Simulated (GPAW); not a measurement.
Computed results, one entry a study.

```
! title: Quasiparticle gap of Diamond (Fd-3m, 2 atoms a cell) in GPAW
! method: DFT, LDA, plane waves, PAW (and 1 further level or step)
! program: GPAW 26.7.0
! settings of one run: cutoff 600 eV, GPAW PAW setups 1.2.1 data release, 8×8×8 k-mesh, nbands 69
! cost: 4 runs, 61 s in all on 4 MPI ranks of Arm Neoverse V1, shared host (the runs of this entry)
! notes: The cell and positions come from the Crystallography Open Database and are kept as given unless a step says otherwise. Bands and cutoff are finite, so the gap is not at the basis limit. The miss can reach some tenths of an eV and take either sign; the mesh is an error of its own.
! LDA gap: 4.10 eV, indirect
! G0W0 gap on the mesh: 5.38 eV
! GW settings: 8×8×8 mesh, 59 bands, screening to 175 eV, Godby-Needs plasmon pole
! known limits: not at the basis limit
CELL_PARAMETERS angstrom
0.00000 1.78337 1.78337
1.78337 0.00000 1.78337
1.78337 1.78337 0.00000
ATOMIC_POSITIONS crystal
C 0.00000 0.00000 0.00000
C 0.25000 0.25000 0.25000
```

[Paths, hosts, dates, memory and timing lines, banners, echoed tables and standing remarks are left out of the program output.]

[Logs are printed without paths, hosts, clocks, repeated set-up lines and the standing remarks that a program may print on its own settings, such as how far it seeks lower states.]

[Runs of the session that timed out or met a known fault of the program may be left out.]

[Hosts, paths, dates, database ids (printed as entryN), source tags and the programs' standing remarks are cut or masked in the printed files.]
